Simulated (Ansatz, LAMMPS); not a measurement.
# Amorphous carbon at 2.21 g/cm^3 (96 atoms): relaxation and levels of theory

Which bonds does the relaxation leave, and how do the Kohn-Sham gap, forces and pressure change with k-mesh and functional?

Calculated with Ansatz 0.2.0: Kohn-Sham DFT, PBE, PAW (set soft_2), plane waves; cutoff 420 eV, Γ point, fermi-dirac smearing of 0.025 eV.

In doubt: a hybrid run on one k-point (Ansatz), which bears on gaps.

**The cell**

Density at the start: 2.21 g/cm³. The cell holds 96 atoms: 96 C. Cell: a = 9.533 Å, b = 9.533 Å, c = 9.533 Å, α = 90.0°, β = 90.0°, γ = 90.0°. 96 atoms (96 C) placed at random at 2.21 g/cm³, melted at 6000 K for 10 ps at fixed volume with the LCBOP (Los and Fasolino, Phys. Rev. B 68, 024107 (2003)). Quenched from 6000 K to 300 K at 200 K/ps and fixed volume, held 5 ps, then minimised at fixed cell.

The atoms were relaxed with PBE. The walk converged after 36 steps, with a largest force component of 0.0388 eV/Å; it began at an r.m.s. force component of 1.3 eV/Å. The energy fell by 149.5 meV an atom.

The input of the reference single point:

```yaml
crystal:
  lattice:
    - [9.5331, 0.0, 0.0]
    - [0.0, 9.5331, 0.0]
    - [0.0, 0.0, 9.5331]
  atoms:
    - { symbol: C, position: [0.87163, 0.54423, 0.94306] }
    - { symbol: C, position: [0.44746, 0.83052, 0.73155] }
    - { symbol: C, position: [0.53193, 0.27306, 0.92864] }
    - { symbol: C, position: [0.38358, 0.77948, 0.29243] }
    [... 90 atom lines left out ...]
    - { symbol: C, position: [0.54639, 0.62461, 0.07514] }
    - { symbol: C, position: [0.19501, 0.87979, 0.44311] }
kpoints:
  mp_grid: { grid: [1, 1, 1] }
hamiltonian:
  xc: pbe
scf:
  occupations: { method: fermi_dirac, width: 0.025 }
output:
  forces: true
  stress: true
  populations: true
  dos:
    method: { smearing: { sigma: 0.08 } }
    de: 0.05
    projected: { site_lists: { C: [C] } }
  eigenvalues: true
  write_density: true
  write_potential: true
  volumetric_format: npy
```

**Bonds after relaxation**

Bonds by pair of elements; cutoffs follow the first minimum of g(r), held within bounds set by covalent radii, and pairs that aren't listed don't count as bonded:

```csv
pair A-B,cutoff (Å),bonds,mean length (Å),spread (Å),shortest (Å),B about A,A about B
C-C,1.85,151,1.50,0.087,1.30,3.15,3.15
```

How many atoms have how many bonded neighbours:

```csv
element,mean,2,3,4
C,3.15,2,78,16
```

**Levels of theory**

Single points at the relaxed geometry:

```
functional  k-mesh  Kohn-Sham gap (eV)  pressure (GPa)  r.m.s. force component (eV/Å)  SCF cycles     time
       PBE   1×1×1               0.300          -13.43                          0.008          15     14 s
       PBE   2×2×2             0.021 †          -13.34                          0.154          12    2 min
     HSE06   1×1×1               0.596          -19.65                          0.221          34  3.3 min
    r2SCAN   1×1×1               0.330          -17.06                          0.094          15     41 s
    PBEsol   1×1×1               0.300          -16.76                          0.042          15     13 s
```

The gap is that between the highest filled and lowest empty Kohn-Sham level on the run's k-points; † or a dash marks runs with no clear gap, where levels at the Fermi energy are far from full or empty or nearly touch. Cutoffs: 420 eV for PBE, HSE06 and PBEsol; 500 eV for r2SCAN. Times come from shared hosts and are rough.

**Findings**

By these cutoffs 81 % of C atoms have 3 neighbours. The Kohn-Sham gap is 0.30 eV with PBE on the 1×1×1 mesh, and the denser mesh shows no clear gap. So the values on the reference mesh, with any functional, aren't the cell's gap. On the 1×1×1 mesh HSE06 changes the gap by +0.30 eV against PBE. On the reference's mesh the gap changes with r2SCAN by +0.03 eV and PBEsol by under 0.01 eV. Against the reference the pressure changes with HSE06 by -6.2 GPa, r2SCAN by -3.6 GPa and PBEsol by -3.3 GPa; a negative change means a smaller volume than PBE would take. The denser mesh moves the energy by +2.8 meV/atom and the pressure by +0.09 GPa. On it the r.m.s. force component is 0.154 eV/Å against 0.008, so the geometry is at rest on the reference mesh alone.

Limits: All single points share the geometry relaxed with PBE. The density was set when the cell was made, as one point of a scan, and needn't be that of the real material. One sample; tail or defect levels can set the gap of a disordered cell. The quench rate of 200 K/ps is many orders above laboratory rates, so the cell is likely richer in defects and strain than a real sample. The network of bonds at the start is that of the classical potential that made the cell, and needn't be the one that DFT or experiment would give. In some runs the program notes that the gap may close elsewhere in the zone, the exchange threshold is loose for the stress and the SCF threshold is loose for the stress.

[Logs are printed without paths, hosts, clocks, repeated set-up lines and the standing remarks that a program may print on its own settings, such as how far it seeks lower states.]

[Hosts, paths, dates, database ids (printed as entryN), source tags and the programs' standing remarks are cut or masked in the printed files.]
